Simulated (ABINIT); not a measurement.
**SrCl2 (Fm-3m): G0W0 in ABINIT against the bands in the self-energy**

Aim: move the bands in the self-energy of a G0W0 run on SrCl2 (Fm-3m) over a wide range.

Main program and level: ABINIT 10.8.3; PBE and many-body steps on it, plane waves.

**1. The structure**

Symmetry: Fm-3m, No. 225, cubic system. The conventional cell has a = 6.977 Å, b = 6.977 Å, c = 6.977 Å, α = 90.00°, β = 90.00°, γ = 90.00°. Nearest to Sr lie 8 Cl at 3.02 Å. Nearest to Cl lie 4 Sr at 3.02 Å. Farther neighbours and most contacts between anions are not listed.

The cell and positions come from the Crystallography Open Database and are kept as given unless a step says otherwise.

**2. Screening, 2×2×2 mesh, 149 bands, screening to 176.9 eV**

This step: ABINIT 10.8.3; RPA screening on PBE, plane waves, norm-conserving pseudopotentials.

The RPA dielectric matrix is built and inverted for each q.

File run.abi:

```
acell 3*1.0 Angstrom
rprim 
  -0.000000000000 3.488350000000 3.488350000000
  3.488350000000 -0.000000000000 3.488350000000
  3.488350000000 3.488350000000 -0.000000000000
ntypat 2
znucl 38 17
natom 3
typat 1 2 2
xred 
  0.000000000000 0.000000000000 0.000000000000
  0.250000000000 0.250000000000 0.250000000000
  0.750000000000 0.750000000000 0.750000000000
pp_dirpath "pseudos"
pseudos "Sr.upf, Cl.upf"
ecut 28
ngkpt 2 2 2
nshiftk 1
shiftk 0 0 0
kptopt 1
chksymbreak 0
istwfk *1
occopt 1
irdwfk 1
optdriver 3
nband 149
ecuteps 6.5
inclvkb 2
awtr 1
symchi 1
indata_prefix "in"
outdata_prefix "out"
tmpdata_prefix "tmp"
```

Command:

```sh
$ OMP_NUM_THREADS=1 mpirun -n 4 abinit run.abi > log
```

The log of the run:

```text
.Version 10.8.3 of ABINIT. v10.8.2 released Aug 2026.

 Symmetries : space group Fm -3 m (#225); Bravais cF (face-center cubic)
[... echo of the input left out ...]
== DATASET  1 ==================================================================
-   mpi_nproc: 4, omp_nthreads: 1 (-1 if OMP is not activated)

--- !DatasetInfo
iteration_state: {dtset: 1, }
dimensions: {natom: 3, nkpt: 3, mband: 149, nsppol: 1, nspinor: 1, nspden: 1, mpw: 4088, }
cutoff_energies: {ecut:  28.0, pawecutdg:  -1.0, }
electrons: {nelect:   2.40000000E+01, charge:   0.00000000E+00, occopt:   1.00000000E+00, tsmear:   1.00000000E-02, }

 SCREENING: Calculation of the susceptibility and dielectric matrices

 Based on a program developped by R.W. Godby, V. Olevano, G. Onida, and L. Reining.
 Incorporated in ABINIT by V. Olevano, G.-M. Rignanese, and M. Torrent.
.Using double precision arithmetic ; gwpc =  8

[... cell and pseudopotentials left out ...]
--------------------------------------------------------------------------------

 ==== K-mesh for the wavefunctions ====
 Number of points in the irreducible wedge :     3
[... list of points left out ...]
 Together with 48 symmetry operations and time-reversal symmetry
 yields     8 points in the full Brillouin Zone.

 ==== Q-mesh for the screening function ====
 Number of points in the irreducible wedge :     3
[... list of points left out ...]
 Together with 48 symmetry operations and time-reversal symmetry
 yields     8 points in the full Brillouin Zone.

 setmesh: FFT mesh size selected  =    36x   36x   36
          total number of points  =        46656

 vcoul_init : cutoff-mode = AUXILIARY_FUNCTION
 q-points for optical limit:   1
     1)      0.000010    0.000020    0.000030

- screening: taking advantage of time-reversal symmetry
- Maximum band index for partially occupied states nbvw = 12
- Remaining bands to be divided among processors   nbcw = 137
- Number of bands treated by each node ~34

 Number of electrons calculated from density =   24.0000; Expected =   24.0000
 average of density, n =  0.041891
 r_s =    1.7862
 omega_plasma =   19.7432 [eV]

 calculating chi0 at frequencies [eV] :
  1    0.000000E+00    0.000000E+00
  2    0.000000E+00    1.974321E+01

--------------------------------------------------------------------------------
  q-point number  1        q = ( 0.000000, 0.000000, 0.000000) [r.l.u.]
--------------------------------------------------------------------------------
[... chi0 elements left out ...]
 For q-point:  0.000010 0.000020 0.000030
  dielectric constant =   2.8969
  dielectric constant without local fields =   3.4051

  Average fulfillment of the sum rule on Im[epsilon] for q-point    1 :     77.27  [%]
[... wings left out ...]
  q-point number  2        q = ( 0.500000, 0.000000, 0.000000) [r.l.u.]
--------------------------------------------------------------------------------
[... chi0 elements left out ...]
  Average fulfillment of the sum rule on Im[epsilon] for q-point    2 :     81.21  [%]

 [... 1 further q-points ...]
```

It took 10 s on 4 MPI ranks of Arm Neoverse V1, shared host; peak memory 0.83 GiB.

Numbers from this step:

- ε∞ with local fields, on this mesh, along the program's q direction: 2.897
- the same without local fields: 3.405
- plasma frequency: 19.74 eV
- plane waves in the screening matrix: 459

Local fields lower ε∞ by 15 %. On a Γ-centred mesh this coarse the value itself is usually too large, while a short band sum pulls it down.

**3. 20 bands**

This step: G0W0 on PBE, plane waves, norm-conserving pseudopotentials.

Edit run.abi of step 2 so:

```diff
@@ -24,8 +24,17 @@
 irdwfk 1
-optdriver 3
-nband 149
+optdriver 4
+nband 20
+gwcalctyp 0
+ecutsigx 28
+symsigma 1
+nkptgw 2
+kptgw 
+  0.5000000000 0.5000000000 0.0000000000
+  0.0000000000 0.0000000000 0.0000000000
+bdgw 
+  10 14
+  10 15
 ecuteps 6.5
-inclvkb 2
-awtr 1
-symchi 1
+irdscr 1
+ppmodel 1
 indata_prefix "in"
```

The log of the run:

```text
.Version 10.8.3 of ABINIT. v10.8.2 released Aug 2026.

 Symmetries : space group Fm -3 m (#225); Bravais cF (face-center cubic)
[... echo of the input left out ...]
== DATASET  1 ==================================================================
-   mpi_nproc: 4, omp_nthreads: 1 (-1 if OMP is not activated)

--- !DatasetInfo
iteration_state: {dtset: 1, }
dimensions: {natom: 3, nkpt: 3, mband: 20, nsppol: 1, nspinor: 1, nspden: 1, mpw: 4088, }
cutoff_energies: {ecut:  28.0, pawecutdg:  -1.0, }
electrons: {nelect:   2.40000000E+01, charge:   0.00000000E+00, occopt:   1.00000000E+00, tsmear:   1.00000000E-02, }

 SIGMA: Calculation of the GW corrections

 Based on a program developped by R.W. Godby, V. Olevano, G. Onida, and L. Reining.
 Incorporated in ABINIT by V. Olevano, G.-M. Rignanese, and M. Torrent.
.Using double precision arithmetic ; gwpc =  8

[... cell and pseudopotentials left out ...]
--------------------------------------------------------------------------------

 ==== K-mesh for the wavefunctions ====
 Number of points in the irreducible wedge :     3
[... list of points left out ...]
 Together with 48 symmetry operations and time-reversal symmetry
 yields     8 points in the full Brillouin Zone.

 ==== Q-mesh for screening function ====
 Number of points in the irreducible wedge :     3
[... list of points left out ...]
 Together with 48 symmetry operations and time-reversal symmetry
 yields     8 points in the full Brillouin Zone.

 vcoul_init : cutoff-mode = AUXILIARY_FUNCTION
 q-points for optical limit:   1
     1)      0.000010    0.000020    0.000030
 setmesh: FFT mesh size selected  =    45x   45x   45
          total number of points  =        91125

 Number of electrons calculated from density =   24.0000; Expected =   24.0000
 average of density, n =  0.041891
 r_s =    1.7862
 omega_plasma =   19.7432 [eV]

 === KS Band Gaps ===
  >>>> For spin  1
   Minimum direct gap =   5.5119 [eV], located at k-point      :   0.5000  0.5000  0.0000
   Fundamental gap    =   5.3429 [eV], Top of valence bands at :   0.5000  0.5000  0.0000
                                       Bottom of conduction at :   0.0000  0.0000  0.0000
 SIGMA fundamental parameters:
 PLASMON POLE MODEL  1
 number of plane-waves for SigmaX                 4015
 number of plane-waves for SigmaC and W            459
 number of plane-waves for wavefunctions          4015
 number of bands                                    20
 number of independent spin polarizations            1
 number of spinorial components                      1
 number of k-points in IBZ                           3
 number of q-points in IBZ                           3
 number of symmetry operations                      48
 number of k-points in BZ                            8
 number of q-points in BZ                            8
 number of frequencies for dSigma/dE                 9
 frequency step for dSigma/dE [eV]                0.25
 number of omega for Sigma on real axis              0
 max omega for Sigma on real axis  [eV]           0.00
 zcut for avoiding poles [eV]                     0.10

 EPSILON^-1 parameters (SCR file):
 dimension of the eps^-1 matrix on file            459
 dimension of the eps^-1 matrix used               459
 number of plane-waves for wavefunctions          4015
 number of bands                                   149
 number of q-points in IBZ                           3
 number of frequencies                               2
 number of real frequencies                          1
 number of imag frequencies                          1

 matrix elements of self-energy operator (all in [eV])

 Perturbative Calculation

--- !SelfEnergy_ee
iteration_state: {dtset: 1, }
kpoint     : [   0.500,    0.500,    0.000, ]
spin       : 1
KS_gap     :    5.512
QP_gap     :    7.517
Delta_QP_KS:    2.005
data: !SigmaeeData |
     Band     E0 <VxcDFT>   SigX SigC(E0)      Z dSigC/dE  Sig(E)    E-E0       E
       10   1.271 -14.390 -18.136   4.007   0.831  -0.203 -14.173   0.217   1.488
       11   1.271 -14.390 -18.136   4.007   0.831  -0.203 -14.173   0.217   1.488
       12   1.668 -14.805 -18.519   4.068   0.831  -0.203 -14.511   0.294   1.962
       13   7.179  -8.452  -4.054  -1.799   0.884  -0.131  -6.153   2.299   9.479
       14   8.722 -11.003  -5.545  -1.775   0.879  -0.137  -7.765   3.239  11.960

--- !SelfEnergy_ee
iteration_state: {dtset: 1, }
kpoint     : [   0.000,    0.000,    0.000, ]
spin       : 1
KS_gap     :    5.677
QP_gap     :    7.361
Delta_QP_KS:    1.684
data: !SigmaeeData |
     Band     E0 <VxcDFT>   SigX SigC(E0)      Z dSigC/dE  Sig(E)    E-E0       E
       10   1.333 -14.472 -18.305   4.081   0.831  -0.203 -14.265   0.207   1.540
       11   1.333 -14.472 -18.305   4.081   0.831  -0.203 -14.265   0.207   1.540
       12   1.333 -14.472 -18.305   4.081   0.831  -0.203 -14.265   0.207   1.540
       13   7.010  -7.720  -3.616  -1.966   0.884  -0.131  -5.829   1.891   8.901
       14   7.776  -9.730  -4.691  -1.798   0.883  -0.133  -6.869   2.860  10.636
       15   7.776  -9.730  -4.691  -1.798   0.883  -0.133  -6.869   2.860  10.636

== END DATASET(S) ==============================================================
================================================================================

 -outvars: echo values of variables after computation  --------
           etotal      0.0000000000E+00
            nband          20
             nkpt           3
          spgroup         225
 [... the other variables as echoed above ...]

 Calculation completed.
```

Elapsed: 5.1 s, on 4 MPI ranks; peak memory 0.73 GiB.

This step gave:

| Item | Value |
| --- | --- |
| G0W0 gap on the points computed | 6.939 eV |
| starting gap on the mesh | 5.343 eV |
| k of the valence top | 0.5, 0.5, 0 |
| k of the conduction bottom | 0, 0, 0 |
| Z at the valence top | 0.831 |
| Z at the conduction bottom | 0.884 |
| least direct G0W0 gap on the computed points | 7.361 eV |

**4. 24 bands**

Edit run.abi of step 3 so:

```diff
@@ -25,3 +25,3 @@
 optdriver 4
-nband 20
+nband 24
 gwcalctyp 0
```

The log of the run:

```text
.Version 10.8.3 of ABINIT. v10.8.2 released Aug 2026.

 Symmetries : space group Fm -3 m (#225); Bravais cF (face-center cubic)
[... echo of the input left out ...]
== DATASET  1 ==================================================================
-   mpi_nproc: 4, omp_nthreads: 1 (-1 if OMP is not activated)

--- !DatasetInfo
iteration_state: {dtset: 1, }
dimensions: {natom: 3, nkpt: 3, mband: 24, nsppol: 1, nspinor: 1, nspden: 1, mpw: 4088, }
cutoff_energies: {ecut:  28.0, pawecutdg:  -1.0, }
electrons: {nelect:   2.40000000E+01, charge:   0.00000000E+00, occopt:   1.00000000E+00, tsmear:   1.00000000E-02, }

 SIGMA: Calculation of the GW corrections

 Based on a program developped by R.W. Godby, V. Olevano, G. Onida, and L. Reining.
 Incorporated in ABINIT by V. Olevano, G.-M. Rignanese, and M. Torrent.
.Using double precision arithmetic ; gwpc =  8

[... cell and pseudopotentials left out ...]
--------------------------------------------------------------------------------

 ==== K-mesh for the wavefunctions ====
 Number of points in the irreducible wedge :     3
[... list of points left out ...]
 Together with 48 symmetry operations and time-reversal symmetry
 yields     8 points in the full Brillouin Zone.

 ==== Q-mesh for screening function ====
 Number of points in the irreducible wedge :     3
[... list of points left out ...]
 Together with 48 symmetry operations and time-reversal symmetry
 yields     8 points in the full Brillouin Zone.

 vcoul_init : cutoff-mode = AUXILIARY_FUNCTION
 q-points for optical limit:   1
     1)      0.000010    0.000020    0.000030
 setmesh: FFT mesh size selected  =    45x   45x   45
          total number of points  =        91125

 Number of electrons calculated from density =   24.0000; Expected =   24.0000
[...]
number of omega for Sigma on real axis              0
 max omega for Sigma on real axis  [eV]           0.00
 zcut for avoiding poles [eV]                     0.10

 EPSILON^-1 parameters (SCR file):
 dimension of the eps^-1 matrix on file            459
 dimension of the eps^-1 matrix used               459
 number of plane-waves for wavefunctions          4015
 number of bands                                   149
 number of q-points in IBZ                           3
 number of frequencies                               2
 number of real frequencies                          1
 number of imag frequencies                          1

 matrix elements of self-energy operator (all in [eV])

 Perturbative Calculation

--- !SelfEnergy_ee
iteration_state: {dtset: 1, }
kpoint     : [   0.500,    0.500,    0.000, ]
spin       : 1
KS_gap     :    5.512
QP_gap     :    7.451
Delta_QP_KS:    1.939
data: !SigmaeeData |
     Band     E0 <VxcDFT>   SigX SigC(E0)      Z dSigC/dE  Sig(E)    E-E0       E
       10   1.271 -14.390 -18.136   3.738   0.827  -0.210 -14.396  -0.006   1.265
       11   1.271 -14.390 -18.136   3.738   0.827  -0.210 -14.396  -0.006   1.265
       12   1.668 -14.805 -18.519   3.832   0.827  -0.209 -14.707   0.098   1.765
[...]
--- !SelfEnergy_ee
iteration_state: {dtset: 1, }
kpoint     : [   0.000,    0.000,    0.000, ]
spin       : 1
KS_gap     :    5.677
QP_gap     :    7.298
Delta_QP_KS:    1.621
data: !SigmaeeData |
     Band     E0 <VxcDFT>   SigX SigC(E0)      Z dSigC/dE  Sig(E)    E-E0       E
[...]
14   7.776  -9.730  -4.691  -2.091   0.875  -0.143  -7.151   2.579  10.354
       15   7.776  -9.730  -4.691  -2.091   0.875  -0.143  -7.151   2.579  10.354

== END DATASET(S) ==============================================================
================================================================================

 -outvars: echo values of variables after computation  --------
           etotal      0.0000000000E+00
            nband          24
             nkpt           3
          spgroup         225
 [... the other variables as echoed above ...]

 Calculation completed.
```

Wall time 5.3 s (4 MPI ranks); peak memory 0.73 GiB; 21 s of CPU time.

Numbers from this step:

```yaml
g0w0_gap_on_the_points_computed: 6.828 eV
starting_gap_on_the_mesh: 5.343 eV
k_of_the_valence_top: 0.5, 0.5, 0
k_of_the_conduction_bottom: 0, 0, 0
z_at_the_valence_top: 0.827
z_at_the_conduction_bottom: 0.876
least_direct_g0w0_gap_on_the_computed_points: 7.298 eV
```

(Part 1 of 2 ends here.)

[Paths, hosts, dates, memory and timing lines, banners, echoed tables and standing remarks are left out of the program output.]

[Logs are printed without paths, hosts, clocks, repeated set-up lines and the standing remarks that a program may print on its own settings, such as how far it seeks lower states.]

[Runs of the session that timed out or met a known fault of the program may be left out.]

[No measured gap is set beside runs whose start may be inverted or whose files or cutoffs have a known fault.]

[Hosts, paths, dates, database ids (printed as entryN), source tags and the programs' standing remarks are cut or masked in the printed files.]

[G0W0 gaps are taken among the corrected bands and points alone; a level outside them can change the order at an edge.]

[Where Ansatz stands beside ABINIT at settings called matched, ABINIT's density can come from a denser mesh and the files from another edition; pairs whose starting gaps differed by over 0.03 eV were left out, so agreement reads better than it is.]
